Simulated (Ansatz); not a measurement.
# What NaMgF3 (Neighborite, Pm-3m) distorts into

Which phase does NaMgF3 (Neighborite, Pm-3m) fall into along its unstable mode, and how much energy does it gain?

Main program and level: Ansatz 0.2.0; DFT PBEsol, scalar-relativistic, plane waves, PAW; PAW set soft_1.

Report form: the programs' logs are mostly left out.

The database entry behind the starting cell lists a temperature of 1273 K, so it need not match the best structure at ambient conditions.

### 1. Set-up

Symmetry: Pm-3m, No. 221, cubic system. Conventional cell: a = 3.908 Å, b = 3.908 Å, c = 3.908 Å, α = 90.00°, β = 90.00°, γ = 90.00°. Nearest to Na lie 12 F at 2.76 Å. Nearest to Mg lie 6 F at 1.95 Å. Nearest to F lie 2 Mg at 1.95 Å and 4 Na at 2.76 Å. Farther neighbours and most contacts between anions are not listed.

Structure file:

```cif
data_structure
_symmetry_space_group_name_H-M 'Pm-3m'
_symmetry_Int_Tables_number 221
_cell_length_a 3.9078
_cell_length_b 3.9078
_cell_length_c 3.9078
_cell_angle_alpha 90.000
_cell_angle_beta 90.000
_cell_angle_gamma 90.000
_cell_volume 59.68
loop_
_atom_site_label
_atom_site_type_symbol
_atom_site_symmetry_multiplicity
_atom_site_Wyckoff_symbol
_atom_site_fract_x
_atom_site_fract_y
_atom_site_fract_z
_atom_site_occupancy
Na1 Na 1 a 0.00000 0.00000 0.00000 1
Mg1 Mg 1 b 0.50000 0.50000 0.50000 1
F1 F 3 c 0.50000 0.50000 0.00000 1
```

### 2. Response at finite wavevector

The cell comes from relaxations at this level that are not shown. Stability and thermal properties need the whole zone. Linear response on a 4×4×4 q mesh gives force constants as far as a supercell of that size would, and the tensors from the zone-centre run are typed in so that the long-range dipole term is interpolated apart.

Contents of input.yaml:

```yaml
crystal:
  lattice:
    - [3.9078370852, 0.0, 0.0]
    - [0.0, 3.9078370852, 0.0]
    - [0.0, 0.0, 3.9078370852]
  atoms:
    - { symbol: Na, position: [0.0, 0.0, 0.0] }
    - { symbol: Mg, position: [0.5, 0.5, 0.5] }
    - { symbol: F, position: [0.5, 0.5, 0.0] }
    - { symbol: F, position: [0.0, 0.5, 0.5] }
    - { symbol: F, position: [0.5, 0.0, 0.5] }
kpoints:
  mp_grid: { grid: [8, 8, 8] }
hamiltonian:
  xc: pbesol
  pseudopotentials: { kind: paw, azcp: { folder: soft_1 }, xc_functional: pbe }
scf:
  occupations: { method: fixed }
output:
  eigenvalues: true
phonons:
  method: dfpt
  qmesh: [4, 4, 4]
  temperatures: { t_max: 1000, t_step: 50 }
  qpath:
    path:
      - [[0.0, 0.0, 0.0], [0.0, 0.5, 0.0], [0.5, 0.5, 0.0], [0.0, 0.0, 0.0], [0.5, 0.5, 0.5], [0.0, 0.5, 0.0]]
      - [[0.5, 0.5, 0.5], [0.5, 0.5, 0.0]]
    npoints: 10
  non_analytic_term:
    high_frequency_dielectric_tensor: [[1.9595, 0.0, 0.0], [0.0, 1.9595, 0.0], [0.0, 0.0, 1.9595]]
    born_effective_charges:
      - { species: Na, tensor: [[1.142, 0.0, 0.0], [0.0, 1.142, 0.0], [0.0, 0.0, 1.142]] }
      - { species: Mg, tensor: [[1.9154, 0.0, 0.0], [0.0, 1.9154, 0.0], [0.0, 0.0, 1.9154]] }
      - { species: F, tensor: [[-0.8866, 0.0, 0.0], [0.0, -0.8866, 0.0], [0.0, 0.0, -1.2842]] }
      - { species: F, tensor: [[-1.2842, 0.0, 0.0], [0.0, -0.8866, 0.0], [0.0, 0.0, -0.8866]] }
      - { species: F, tensor: [[-0.8866, 0.0, 0.0], [0.0, -1.2842, 0.0], [0.0, 0.0, -0.8866]] }
    source: "zone-centre run at this cell"
```

Run with:

```sh
$ ansatz run input.yaml --threads 4 --pin off --max-ram 10240MiB --backend cpu --events-out ev --progress --plain --runs-dir out
```

Elapsed: 5.6 min, on 4 threads of Intel Xeon Platinum 8488C (Sapphire Rapids), shared host; peak memory 1.9 GiB; 22 min of CPU time.

Numbers from this step:

```yaml
gap_on_the_k_mesh: 5.991 eV
volume_per_atom: 11.94 Å³
sum_rule_residual_before_enforcement: 0.001260 eV/Å²
lowest_frequency_on_the_path: -122.8 cm⁻¹
point_group: m-3m
highest_frequency_on_the_path_or_at_a_solved_wavevector: 623.7 cm⁻¹
highest_optical_mode_at_the_zone_centre_no_lo_to_term: 538.6 cm⁻¹
lowest_optical_zone_centre_mode: -50.41 cm⁻¹
lowest_mode_on_the_q_mesh_acoustic_modes_at_gamma_apart: -122.8 cm⁻¹
```

Frequencies (cm⁻¹) solved at each irreducible wavevector; negative means imaginary. Frequencies by wavevector, by row:

```csv
q in reciprocal lattice units,star,mode 1,mode 2,mode 3,mode 4,mode 13,mode 14,mode 15
0 0 0,1,-50.4,-50.4,-50.4,0,538.6,538.6,538.6
0 0 0.25,6,-42.3,-42.3,61.9,61.9,537.7,537.7,587.3
0 0 -0.5,3,-31,-31,75.5,75.5,498.3,536.8,536.8
0 0.25 0.25,12,-48,-30,59.1,92.4,496.9,536.8,590.5
0 0.25 -0.5,12,-66,10,36.5,77.5,460.5,535.9,552.8
0 -0.5 -0.5,3,-122,-20.8,-20.8,36,448.5,523.5,535.1
0.25 0.25 0.25,8,-39,-39,35.5,61.5,496.1,496.1,594.8
0.25 0.25 -0.5,12,-69.4,-58.3,17,42.2,448.6,495.2,571.5
0.25 -0.5 -0.5,6,-122.4,-60.4,-60.4,36.7,436.3,469.1,558.1
-0.5 -0.5 -0.5,1,-122.8,-122.8,-122.8,35.9,423.2,423.2,547.2
```

Interpolated from a 4×4×4 q mesh, with the LO-TO term (at Γ the limit along the path; where Γ stands inside the path, tables give the limit on arrival). Phonon branches along the path, in cm⁻¹:

```csv
point,branch 1,branch 2,branch 3,branch 4,branch 12,branch 13,branch 14,branch 15
Γ,-50,-50,0,0,336,539,539,624
halfway,-42,-42,62,62,371,538,538,587
X,-31,-31,76,76,473,498,537,537
halfway,-66,10,36,78,453,460,536,553
M,-122,-21,-21,36,448,448,524,535
halfway,-48,-30,59,92,368,497,537,590
Γ,-50,-50,0,0,336,539,539,624
halfway,-39,-39,36,62,366,496,496,595
R,-123,-123,-123,36,423,423,423,547
halfway,-69,-58,17,42,442,449,495,572
X,-31,-31,76,76,473,498,537,537
jump to R,-123,-123,-123,36,423,423,423,547
halfway,-122,-60,-60,37,436,436,469,558
M,-122,-21,-21,36,448,448,524,535
```

Symmetry leaves 10 wavevectors to solve. The lowest mode among them, the acoustic zeros apart, lies at q = (-0.5, -0.5, -0.5) and is imaginary, 122.8i cm⁻¹, so the energy falls along it.

### 3. The mode frozen in, largest atomic shift 0 Å

The mode followed lies at q = (0, -0.5, -0.5) with frequency 122.0i cm⁻¹, one of the unstable modes though not the softest. At small amplitude the distorted cell has space group no. 127 by a symmetry search on the positions. The undistorted cell that holds it gives the zero of energy on the same k mesh.

System of this step: NaMgF3. It takes space group Pm-3m (No. 221, cubic). Conventional cell: a = 3.908 Å, b = 3.908 Å, c = 3.908 Å, α = 90.00°, β = 90.00°, γ = 90.00°. Nearest to Na lie 12 F at 2.76 Å. Mg has 6 F at 1.95 Å nearest. Nearest to F lie 2 Mg at 1.95 Å and 4 Na at 2.76 Å. Nearest to F lie 2 Mg at 1.95 Å and 4 Na at 2.76 Å. Farther neighbours and most contacts between anions are not listed.

Contents of input.yaml:

```yaml
crystal:
  lattice:
    - [-3.9078370852, 0.0, 0.0]
    - [0.0, -3.9078370852, -3.9078370852]
    - [0.0, -3.9078370852, 3.9078370852]
  atoms:
    - { symbol: Na, position: [1.0, 0.0, 0.0] }
    - { symbol: Na, position: [1.0, 0.5, 0.5] }
    - { symbol: Mg, position: [0.5, 0.0, 0.5] }
    - { symbol: Mg, position: [0.5, 0.5, 0.0] }
    - { symbol: F, position: [0.5, 0.25, 0.25] }
    - { symbol: F, position: [0.5, 0.75, 0.75] }
    - { symbol: F, position: [0.0, 0.0, 0.5] }
    - { symbol: F, position: [0.0, 0.5, 0.0] }
    - { symbol: F, position: [0.5, 0.75, 0.25] }
    - { symbol: F, position: [0.5, 0.25, 0.75] }
kpoints:
  mp_grid: { grid: [6, 4, 4] }
hamiltonian:
  xc: pbesol
  pseudopotentials: { kind: paw, azcp: { folder: soft_1 }, xc_functional: pbe }
scf:
  occupations: { method: gaussian, width: 0.02 }
output:
  forces: true
  stress: true
  eigenvalues: true
```

Run time: 2.1 s. Hardware: 4 threads; peak memory 0.58 GiB; 7.5 s of CPU time.

This step gave:

* pressure: 0.009307 GPa
* energy from the undistorted cell: 0 meV/atom

At this level the gap is 5.99 eV on the k-mesh of the self-consistent run, which can miss the band edges.

### 4. The mode frozen in, largest atomic shift 0.45 Å

The atoms are moved along the unstable eigenvector, the largest shift by 0.45 Å, with the cell fixed.

input.yaml, the sections that differ from step 3:

```yaml
crystal:
  lattice:
    - [-3.9078370852, 0.0, 0.0]
    - [0.0, -3.9078370852, -3.9078370852]
    - [0.0, -3.9078370852, 3.9078370852]
  atoms:
    - { symbol: Na, position: [1.0, 0.0, 0.0] }
    - { symbol: Na, position: [1.0, 0.5, 0.5] }
    - { symbol: Mg, position: [0.5, 0.0, 0.5] }
    - { symbol: Mg, position: [0.5, 0.5, 0.0] }
    - { symbol: F, position: [0.5, 0.192423393, 0.192423393] }
    - { symbol: F, position: [0.5, 0.807576607, 0.807576607] }
    - { symbol: F, position: [0.0, 0.0, 0.5] }
    - { symbol: F, position: [0.0, 0.5, 0.0] }
    - { symbol: F, position: [0.5, 0.692423393, 0.307576607] }
    - { symbol: F, position: [0.5, 0.307576607, 0.692423393] }
# kpoints, hamiltonian, scf, output: as in step 3
```

Run time: 1.8 s. Hardware: 4 threads; peak memory 0.6 GiB; 6.2 s of CPU time.

This step gave:

| Item | Value |
| --- | --- |
| pressure | -1.973 GPa |
| gap on the k-mesh | 6.185 eV |
| energy from the undistorted cell | -22.51 meV/atom |

The energy, extrapolated to zero smearing, is -22.51 meV/atom against the undistorted cell.

The run ends at a pressure of -1.97 GPa, with forces up to 0.044 eV/Å.

### 5. Energy along the mode, all amplitudes (two of the runs are shown above)

An imaginary frequency means negative curvature, so the energy should fall and then rise again as anharmonic terms take over.

This step gave:

* depth at the lowest point sampled: 22.51 meV/atom
* largest atomic shift at that point: 0.45 Å

Table of energy from the parent by largest atomic shift:

```csv
largest atomic shift (Å),energy from the parent (meV/atom)
0.000,0
0.040,-0.331
0.080,-1.31
0.140,-3.88
0.220,-8.89
0.320,-16.1
0.450,-22.5
0.600,-14.7
```

Displacement at unit largest shift by atom:

```csv
atom,x (Å),y (Å),z (Å),size
Na1,0.00,0.00,0.00,0.00
Na2,0.00,0.00,0.00,0.00
Mg3,0.00,0.00,0.00,0.00
Mg4,0.00,0.00,0.00,0.00
F5,0.00,1.00,0.00,1.00
F6,0.00,-1.00,0.00,1.00
F7,0.00,0.00,0.00,0.00
F8,0.00,0.00,0.00,0.00
F9,0.00,0.00,1.00,1.00
F10,0.00,0.00,-1.00,1.00
```

The lowest of the steps tried is at 0.45 Å, 22.5 meV/atom below the parent; the bottom of the well need not coincide with a step.

### 6. Relaxing from the distorted cell

Starting from the lowest point found, all atoms and the cell are let go, so that strain and other modes of the same symmetry can join in.

Edit input.yaml of step 4 so:

```diff
@@ -22,3 +22,3 @@
 scf:
-  occupations: { method: gaussian, width: 0.02 }
+  occupations: { method: fixed }
 output:
@@ -27 +27,6 @@
   eigenvalues: true
+relax:
+  adjacent_minimum: "off"
+  f_tol: 0.002
+  max_steps: 120
+  cell: { stress_tol: 0.03 }
```

It took 17 s on 4 threads; peak memory 0.64 GiB.

Relaxation path:

```csv
step,energy less that of the first step (eV),largest force component (eV/Å),pressure (GPa),volume (Å³)
1,0.0000,0.0436,-1.97,119.35
2,-0.0257,0.0325,-1.18,117.80
3,-0.0468,0.0074,0.14,115.26
4,-0.0465,0.0014,0.00,115.49
5,-0.0465,0.0006,0.01,115.48
6*,-0.0401,0.0005,-0.13,115.48
7,-0.0407,0.0004,0.00,115.27
8*,-0.0401,0.0004,0.00,115.27
```

Relaxation steps marked * repeat the geometry before them on a plane-wave basis chosen anew for their cell, so energy and pressure can jump there.

The run keeps the 16 symmetry operations that it works with, so distortions that break them were not tested.

```csv
cell as run,before,after,change
a (Å),3.908,3.919,+0.3 %
b (Å),5.527,5.423,-1.9 %
c (Å),5.527,5.423,-1.9 %
volume (Å³/atom),11.94,11.53,-3.4 %
```

The atoms that moved most (Å, as changes of fractional coordinates times the final cell):

```csv
atom,dx,dy,dz,length
F6,0.000,-0.053,0.000,0.053
F5,0.000,0.053,0.000,0.053
F9,0.000,0.000,0.053,0.053
F10,0.000,0.000,-0.053,0.053
```

Numbers from this step:

| Item | Value |
| --- | --- |
| pressure | -0.004887 GPa |
| gap on the k-mesh | 6.378 eV |
| volume per atom | 11.53 Å³ |

The distorted start has space group P4/mbm; the relaxation ends in P4/mbm.

### 7. The new phase in its own primitive cell

The relaxed structure is symmetrised, reduced to its primitive cell and relaxed tightly, as its phonons need.

Contents of input.yaml:

```yaml
crystal:
  lattice:
    - [5.4232829547, 0.0, 0.0]
    - [0.0, 5.4232829547, 0.0]
    - [0.0, 0.0, 3.9191486748]
  atoms:
    - { symbol: Na, position: [0.0, 0.5, 0.0] }
    - { symbol: Na, position: [0.5, 0.0, 0.0] }
    - { symbol: Mg, position: [0.0, 0.0, 0.5] }
    - { symbol: Mg, position: [0.5, 0.5, 0.5] }
    - { symbol: F, position: [0.1854830231, 0.6854830231, 0.5] }
    - { symbol: F, position: [0.8145169769, 0.3145169769, 0.5] }
    - { symbol: F, position: [0.0, 0.0, 0.0] }
    - { symbol: F, position: [0.5, 0.5, 0.0] }
    - { symbol: F, position: [0.6854830231, 0.8145169769, 0.5] }
    - { symbol: F, position: [0.3145169769, 0.1854830231, 0.5] }
kpoints:
  mp_grid: { grid: [4, 4, 6] }
hamiltonian:
  xc: pbesol
  pseudopotentials: { kind: paw, azcp: { folder: soft_1 }, xc_functional: pbe }
scf:
  occupations: { method: fixed }
output:
  forces: true
  stress: true
  eigenvalues: true
relax:
  adjacent_minimum: "off"
  f_tol: 0.001
  max_steps: 60
  cell: { stress_tol: 0.01 }
```

It took 4.3 s on 4 threads; peak memory 0.62 GiB.

Little changed from the start: no atom moved by 0.005 Å and no cell edge by 0.1 %.

A gap read on the k-mesh alone can miss the band edges.

Numbers from this step:

| Item | Value |
| --- | --- |
| pressure | -0.004878 GPa |
| direct gap on mesh | 6.542 eV |

The largest force component left is 0.29 meV/Å and the pressure is -0.005 GPa, within the tolerances set. The cell now holds 11.53 Å³/atom.

### 8. Modes of the new phase, k-mesh 4×4×6

A relaxed structure may still be a saddle point, so its zone-centre modes are computed. The response to a homogeneous field gives the Born charges and the dielectric tensor.

Edit input.yaml of step 7 so:

```diff
@@ -24,9 +24,6 @@
 output:
-  forces: true
-  stress: true
   eigenvalues: true
-relax:
-  adjacent_minimum: "off"
-  f_tol: 0.001
-  max_steps: 60
-  cell: { stress_tol: 0.01 }
+phonons:
+  method: dfpt
+  dielectric: true
+  rigid_motions: translations
```

Run time: 66 s. Hardware: 4 threads; peak memory 1.5 GiB.

This step gave:

```
sum-rule residual before enforcement                    : 0.001066 eV/Å²
miss of the charge sum rule                             : 5.27e-5 e
point group                                             : 4/mmm
highest optical mode at the zone centre (no LO-TO term) : 528.3 cm⁻¹
lowest optical zone-centre mode                         : 43.17 cm⁻¹
mean high-frequency dielectric constant                 : 1.978
largest Born charge (third of the trace)                : 1.939 e
mean static dielectric constant                         : 22.58
top of the zone-centre spectrum with the field          : 620.4 cm⁻¹
```

Without the LO-TO term. Patterns of degenerate modes are one choice out of their space. Modes at Γ, with each element's share of the kinetic energy:

```csv
mode,frequency (cm⁻¹),symmetry,Na %,Mg %,F %
1,0.0,acoustic,22,23,55
2,0.0,acoustic,22,23,55
3,0.0,acoustic,22,23,55
4,43.2,Eu,81,2,18
5,43.2,Eu,81,2,18
6,102.7,Eu,62,1,36
7,102.7,Eu,62,1,36
8,118.3,B1u,72,0,28
9,140.6,Eu,4,5,92
10,140.6,Eu,4,5,92
11,161.4,A2u,76,2,22
12,189.5,A1g,0,0,100
13,191.3,Eg,0,0,100
14,191.3,Eg,0,0,100
15,193.2,B1u,28,0,72
16,212.7,Eu,21,11,69
17,212.7,Eu,21,11,69
18,221.2,A1u,0,65,35
19,292.4,Eu,5,40,55
20,292.4,Eu,5,40,55
21,294.5,A2u,2,41,57
22,318.4,B2g,0,0,100
23,362.7,B1g,0,0,100
24,423.7,Eu,5,88,7
25,423.7,Eu,5,88,7
26,472.2,A2g,0,0,100
27,483.8,Eu,0,31,69
28,483.8,Eu,0,31,69
29,525.1,A1u,0,35,65
30,528.3,A2u,0,33,67
```

Displacements in mode 5 (43.2 cm⁻¹), the largest set to 1:
```
Na1  0.13 -0.38  0.00
Na2  0.93  1.00  0.00
Mg3  0.01 -0.14  0.00
Mg4 -0.11  0.08  0.00
F5  -0.21 -0.17  0.00
F6  -0.21 -0.17  0.00
F7  -0.41  0.13  0.00
F8  -0.09 -0.43  0.00
F9  -0.12 -0.02  0.00
F10 -0.12 -0.02  0.00
```

Displacements in mode 18 (221.2 cm⁻¹), the largest set to 1:
```
Na1  0.00  0.00  0.00
Na2  0.00  0.00  0.00
Mg3  0.00  0.00  1.00
Mg4  0.00  0.00 -1.00
F5   0.00  0.00  0.00
F6   0.00  0.00  0.00
F7   0.00  0.00  0.83
F8   0.00  0.00 -0.83
F9   0.00  0.00  0.00
F10  0.00  0.00  0.00
```

Optical modes at the zone centre, without and with the macroscopic field of the longitudinal modes; each column is sorted by frequency, so a row need not hold one and the same mode. Modes with and without the field, by row:

```csv
rank among optical modes,no field (cm⁻¹),"q along (1, 0, 0) (cm⁻¹)","q along (0, 0, 1) (cm⁻¹)"
1,43.2,43.2,43.2
2,43.2,71.8,43.2
3,102.7,102.7,102.7
4,102.7,118.3,102.7
5,118.3,136.1,118.3
6,140.6,140.6,140.6
7,140.6,161.4,140.6
8,161.4,175.9,189.5
9,189.5,189.5,191.3
10,191.3,191.3,191.3
11,191.3,191.3,193.2
12,193.2,193.2,212.7
13,212.7,212.7,212.7
14,212.7,212.9,214.7
15,221.2,221.2,221.2
16,292.4,292.4,292.4
17,292.4,294.5,292.4
18,294.5,318.4,318.4
19,318.4,344,352.8
20,362.7,362.7,362.7
21,423.7,423.7,423.7
22,423.7,424.8,423.7
23,472.2,472.2,472.2
24,483.8,483.8,483.8
25,483.8,525.1,483.8
26,525.1,528.3,525.1
27,528.3,582.6,620.4
```

Born charge (rows field, columns displacement) (e), principal values of the symmetric part by kind of site:

```csv
atom,atoms with these values,low,middle,high,mean
Na1,2,1.08,1.11,1.14,1.11
Mg3,2,1.93,1.95,1.95,1.94
F5,4,-1.25,-0.90,-0.89,-1.01
F7,2,-1.28,-0.89,-0.89,-1.02
```

In full for F5:

```
-1.08  0.18  0.00
 0.18 -1.08  0.00
 0.00  0.00 -0.89
```

High-frequency dielectric tensor:

```
1.98 0.00 0.00
0.00 1.98 0.00
0.00 0.00 1.98
```

Static dielectric tensor (ions relaxed, fixed cell):

```
30.41  0.00  0.00
 0.00 30.41  0.00
 0.00  0.00  6.92
```

Transverse modes. Lines of the infrared spectrum (strongest = 100):

```csv
position (cm⁻¹),label,relative intensity
43,Eu,29
103,Eu,32
118,B1u,0.0
141,Eu,3.9
161,A2u,32
190,A1g,0.0
191,Eg,0.0
193,B1u,0.0
213,Eu,0.2
221,A1u,0.0
292,Eu,55
294,A2u,27
318,B2g,0.0
363,B1g,0.0
424,Eu,2.1
472,A2g,0.0
484,Eu,100
525,A1u,0.0
528,A2u,54
```

Before it was imposed, the acoustic sum rule was missed by 0.0011 eV/Å² and the charge sum rule by 5.3e-5 e. Small misses are needed for a sound result but don't prove that mesh and cutoff are converged. The lowest optical mode is real, 43.2 cm⁻¹.

### 9. The phases reached

The phases reached along the modes that were followed are set side by side.

Energies are those of the first relaxation, on the mesh of the frozen mode; space group, volume and gap are those of the last relaxation. Phases, by row:

```csv
mode frozen in,space group,energy from parent (meV/atom),volume (Å³/atom),gap on mesh (eV),lowest zone-centre optical mode (cm⁻¹),largest shift (Å)
parent,Pm-3m,0,11.94,5.991,–,–
"q = (-0.5, -0.5, -0.5), 123i cm⁻¹",I4/mcm,-26.85,11.53,6.423,-90.1,0.496
"q = (-0.5, -0.5, -0.5), 123i cm⁻¹",R-3c,-34.25,11.51,6.626,-61.4,0.45
"q = (-0.5, -0.5, -0.5), 123i cm⁻¹",Imma,-36.13,11.47,6.584,60.8,0.555
"q = (0, -0.5, -0.5), 122i cm⁻¹",P4/mbm,-26.52,11.53,6.378,43.2,0.495
```

### 10. What came out

| Item | Value |
| --- | --- |
| unstable mode of the parent | q = (0, -0.5, -0.5), 122i cm⁻¹ |
| depth at the lowest point sampled | 22.5 meV/atom |
| largest atomic shift at that point | 0.45 Å |
| space group reached (within 0.01 Å) | P4/mbm |
| energy gained over the parent (first relaxation, on the mesh of the frozen mode) | 26.5 meV/atom |
| volume per atom, phase reached | 11.5 Å³ |
| gap on the k-mesh, phase reached | 6.38 eV |
| lowest optical zone-centre mode, phase reached | 43.2 cm⁻¹ |
| highest optical mode at the zone centre (no LO-TO term), phase reached | 528 cm⁻¹ |

Along this mode the structure falls into P4/mbm, 26.5 meV/atom below the parent. At the parent's cell the well is 22.51 meV/atom deep on the steps tried, with its lowest point at a shift of 0.45 Å. Relaxing atoms and cell changes the gain by +4.01 meV/atom against the lowest step (energies at zero smearing). The new phase has no imaginary mode at the zone centre of its cell; other wavevectors were not checked. Of the 4 patterns followed to their end from this parent, this one ends 9.61 meV/atom above the lowest, Imma. Another end point lies within 1 meV/atom; how such a difference moves with mesh and cutoff was not tested. Each path keeps the symmetry of its pattern, so a lower phase may lie along a pattern not tried. The PAW files were made for PBE and serve the other functionals too.

[Logs are printed without paths, hosts, clocks, repeated set-up lines and the standing remarks that a program may print on its own settings, such as how far it seeks lower states.]

[Hosts, paths, dates, database ids (printed as entryN), source tags and the programs' standing remarks are cut or masked in the printed files.]
